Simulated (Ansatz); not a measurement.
# Sr (Fm-3m, 1 atom in the cell): converging a phonon calculation, part 3 of 3

Wanted: convergence of the phonons of Sr (Fm-3m, 1 atom in the cell) against cost.

Ansatz 0.2.0; DFT PBE, scalar-relativistic, plane waves, PAW.

So far. Step 6 (Another q mesh, q mesh 6×6×6): The mean frequency is 68.5 cm⁻¹, +0.0 cm⁻¹ against the base run. Step 10 (Another k mesh, k-mesh 8×8×8, q mesh 2×2×2): Against step 4 (now k-mesh 8×8×8), the lowest mode on the q mesh (acoustic modes at Γ apart) goes from 48.6 cm⁻¹ to 49.2 cm⁻¹. The relaxed cell has a = 6.030 Å (conventional setting).

## (16) Another cutoff, cutoff 290 eV, q mesh 2×2×2

The cutoff is set to 290 eV on a small fixed q mesh.

Input file input.yaml:

```yaml
crystal:
  lattice:
    - [0.0, 3.015089922, 3.015089922]
    - [3.015089922, 0.0, 3.015089922]
    - [3.015089922, 3.015089922, 0.0]
  atoms:
    - { symbol: Sr, position: [0.0, 0.0, 0.0] }
kpoints:
  mp_grid: { grid: [12, 12, 12] }
hamiltonian:
  xc: pbe
scf:
  occupations: { method: methfessel_paxton, width: 0.2 }
output:
  eigenvalues: true
phonons:
  method: dfpt
  qmesh: [2, 2, 2]
  temperatures: { t_max: 1000, t_step: 50 }
  qpath:
    path:
      - [[0.0, 0.0, 0.0], [0.5, 0.0, 0.5], [0.625, 0.25, 0.625]]
      - [[0.375, 0.375, 0.75], [0.0, 0.0, 0.0], [0.5, 0.5, 0.5], [0.5, 0.25, 0.75], [0.5, 0.0, 0.5]]
    npoints: 10
basis:
  ecutwfc: 290
```

Launch:

```console
ansatz run input.yaml --threads 4 --pin off --max-ram 7168MiB --backend cpu --events-out ev --progress --plain --runs-dir out
```

Numbers of over 12 decimals in the logs are rounded to 6 here.

The program printed:

```text
[...]
Crystal: 1 atoms, lattice volume = 54.819 Å³
Basis set: ecut = 290 eV, 609 PW (Γ), exchange–correlation on 48×48×48 points (8 copies of the dense FFT grid, shifted against one another)
Bands: 9, of which v1, the nominal top of the filled ones, is band 5 counted from 1 (4 counted from 0)
Symmetry: 48 space group operations
k-points: 72 of 1728
[...]
SCF iter   1: F=—  HF=-3544.215739 eV  |F-HF|=—  |Δ(HF+E_count)|=         —  Δρ=1.13e-3  dr2=1.03e-3  ethr=1.77e-3  ⟨swp⟩=6.3  Hψ=5146  notcnv=0
[...]
SCF iter   8: F=-3544.215901 eV  HF=-3544.215901 eV  |F-HF|=5.00e-12  |Δ(HF+E_count)|=  2.24e-10  S|Δr|=    0.00e0  Δρ=9.02e-8  dr2=4.30e-12  ethr=1.00e-12  ⟨swp⟩=4.9  Hψ=3300  notcnv=0
SCF 1 converged in 8 iterations: F = -3544.215901 eV  dr2 = 4.30e-12
[...]
SCF converged after 8 iterations
[...]
Free energy (F): -3544.215901 eV
[...]
Internal energy: -3544.214590 eV  (E = F + TS)
E sigma→0 (E₀):  -3544.215574 eV
Entropy (-TS):   -0.001312 eV (-1.312 meV/atom)
Fermi energy:    5.097829 eV
[...]
--- Band table (eV; the first three rows and the last of 72) ---
[...]
ASR residual: 1.181e-4 → 0.000e0 eV/Å²; symmetrization residual: 3.553e-15 eV/Å²
  ASR residual per site (eV/Å²): 1.18e-4
  Γ frequencies (cm⁻¹): 0.00 0.00 0.00
--- Phonons (arbitrary-q DFPT): 3 irreducible q on the 2×2×2 mesh ---
[...]
interpolated dispersion: 62 rows × 3 modes
[...]
```

Wall time 5.9 s (4 threads of Arm Neoverse V2, shared host); peak memory 0.57 GiB.

The run finished; it serves as a test, and its numbers are not taken as the result.

## (17) Another cutoff, cutoff 360 eV, q mesh 2×2×2

The cutoff is set to 360 eV on a small fixed q mesh.

input.yaml, as its differences from that of step 16:

```diff
@@ -25,2 +25,2 @@
 basis:
-  ecutwfc: 290
+  ecutwfc: 360
```

The program printed:

```text
[...]
Crystal: 1 atoms, lattice volume = 54.819 Å³
Basis set: ecut = 360 eV, 869 PW (Γ), exchange–correlation on 54×54×54 points (8 copies of the dense FFT grid, shifted against one another)
Bands: 9, of which v1, the nominal top of the filled ones, is band 5 counted from 1 (4 counted from 0)
Symmetry: 48 space group operations
k-points: 72 of 1728
[...]
E sigma→0 (E₀):  -3544.220083 eV
Entropy (-TS):   -0.001301 eV (-1.301 meV/atom)
Fermi energy:    5.096432 eV
[...]
--- Band table (eV; the first three rows and the last of 72) ---
[...]
ASR residual: 7.627e-5 → 0.000e0 eV/Å²; symmetrization residual: 2.517e-15 eV/Å²
  ASR residual per site (eV/Å²): 7.63e-5
  Γ frequencies (cm⁻¹): 0.00 0.00 0.00
--- Phonons (arbitrary-q DFPT): 3 irreducible q on the 2×2×2 mesh ---
[...]
interpolated dispersion: 62 rows × 3 modes
[...]
[key lines of the parts left out:]
SCF converged after 8 iterations
Free energy (F): -3544.220408 eV
```

It took 9.6 s on 4 threads; peak memory 0.7 GiB; 36 s of CPU time.

## (18) Another cutoff, cutoff 550 eV, q mesh 2×2×2

The cutoff is set to 550 eV on a small fixed q mesh.

input.yaml, as its differences from that of step 17:

```diff
@@ -25,2 +25,2 @@
 basis:
-  ecutwfc: 360
+  ecutwfc: 550
```

The program printed:

```text
[...]
Crystal: 1 atoms, lattice volume = 54.819 Å³
Basis set: ecut = 550 eV, 1639 PW (Γ), exchange–correlation on 72×72×72 points (8 copies of the dense FFT grid, shifted against one another)
Bands: 9, of which v1, the nominal top of the filled ones, is band 5 counted from 1 (4 counted from 0)
Symmetry: 48 space group operations
k-points: 72 of 1728
[...]
E sigma→0 (E₀):  -3544.220498 eV
Entropy (-TS):   -0.001308 eV (-1.308 meV/atom)
Fermi energy:    5.096212 eV
[...]
--- Band table (eV; the first three rows and the last of 72) ---
[...]
ASR residual: 3.438e-5 → 0.000e0 eV/Å²; symmetrization residual: 1.081e-14 eV/Å²
  ASR residual per site (eV/Å²): 3.44e-5
  Γ frequencies (cm⁻¹): 0.00 0.00 0.00
--- Phonons (arbitrary-q DFPT): 3 irreducible q on the 2×2×2 mesh ---
[...]
interpolated dispersion: 62 rows × 3 modes
[...]
[key lines of the parts left out:]
SCF converged after 8 iterations
Free energy (F): -3544.220825 eV
```

It took 18 s on 4 threads; peak memory 1 GiB.

Frequencies (cm⁻¹) solved at each irreducible wavevector; negative means imaginary. Frequencies by wavevector, by row:

| q in reciprocal lattice units | star | mode 1 | mode 2 | mode 3 |
| --- | --- | --- | --- | --- |
| 0 0 0 | 1 | 0 | 0 | 0 |
| 0 0 -0.5 | 4 | 48.6 | 48.6 | 94.7 |
| 0 -0.5 -0.5 | 3 | 77.5 | 77.5 | 102.8 |

Against step 4 (now cutoff 550 eV), the highest frequency on the path or at a solved wavevector stays at 103 cm⁻¹.

## (19) Summary of results

```
mean frequency, q mesh 2×2×2                                           : 69.0 cm⁻¹
mean frequency, q mesh 3×3×3                                           : 68.5 cm⁻¹
mean frequency, q mesh 6×6×6                                           : 68.5 cm⁻¹
lowest mode on the q mesh (acoustic modes at Γ apart), k-mesh 4×4×4    : 42.7 cm⁻¹
lowest mode on the q mesh (acoustic modes at Γ apart), k-mesh 6×6×6    : 47.4 cm⁻¹
lowest mode on the q mesh (acoustic modes at Γ apart), k-mesh 8×8×8    : 49.2 cm⁻¹
lowest mode on the q mesh (acoustic modes at Γ apart), k-mesh 12×12×12 : 48.6 cm⁻¹
lowest mode on the q mesh (acoustic modes at Γ apart), k-mesh 18×18×18 : 48.6 cm⁻¹
lowest mode on the q mesh (acoustic modes at Γ apart), cutoff 170 eV   : 48.9 cm⁻¹
lowest mode on the q mesh (acoustic modes at Γ apart), cutoff 230 eV   : 47.8 cm⁻¹
lowest mode on the q mesh (acoustic modes at Γ apart), cutoff 290 eV   : 48.5 cm⁻¹
lowest mode on the q mesh (acoustic modes at Γ apart), cutoff 360 eV   : 48.6 cm⁻¹
lowest mode on the q mesh (acoustic modes at Γ apart), cutoff 550 eV   : 48.6 cm⁻¹
```

Over the whole q mesh series, coarse runs included, the mean frequency runs from 68.5 to 69.0 cm⁻¹; from 2×2×2 on it stays within 0.5 cm⁻¹ of the finest run (6×6×6), against a tolerance of 1.0. Over the whole k mesh series, coarse runs included, the lowest mode on the q mesh (acoustic modes at Γ apart) runs from 42.7 to 49.2 cm⁻¹; from 12×12×12 on all solved modes stay within 0.2 cm⁻¹ of the finest run (18×18×18), against a tolerance of 1.0. Over the whole cutoff series, coarse runs included, the lowest mode on the q mesh (acoustic modes at Γ apart) runs from 47.8 to 48.9 cm⁻¹; from 170 eV on all solved modes stay within 0.8 cm⁻¹ of the finest run (550 eV), against a tolerance of 1.0. All runs share the cell relaxed at the base settings, which is not exactly at rest under another k mesh or cutoff. With no gap, or one that is small against the smearing, the frequencies hang on the k mesh and the smearing, most of all near Kohn anomalies. A phonon run warned that its eigensolver left some bands unconverged in a pass. These are harmonic frequencies at zero temperature: anharmonic shifts, linewidths and thermal expansion are left out.

[Logs are printed without paths, hosts, clocks, repeated set-up lines and the standing remarks that a program may print on its own settings, such as how far it seeks lower states.]

[Hosts, paths, dates, database ids (printed as entryN), source tags and the programs' standing remarks are cut or masked in the printed files.]
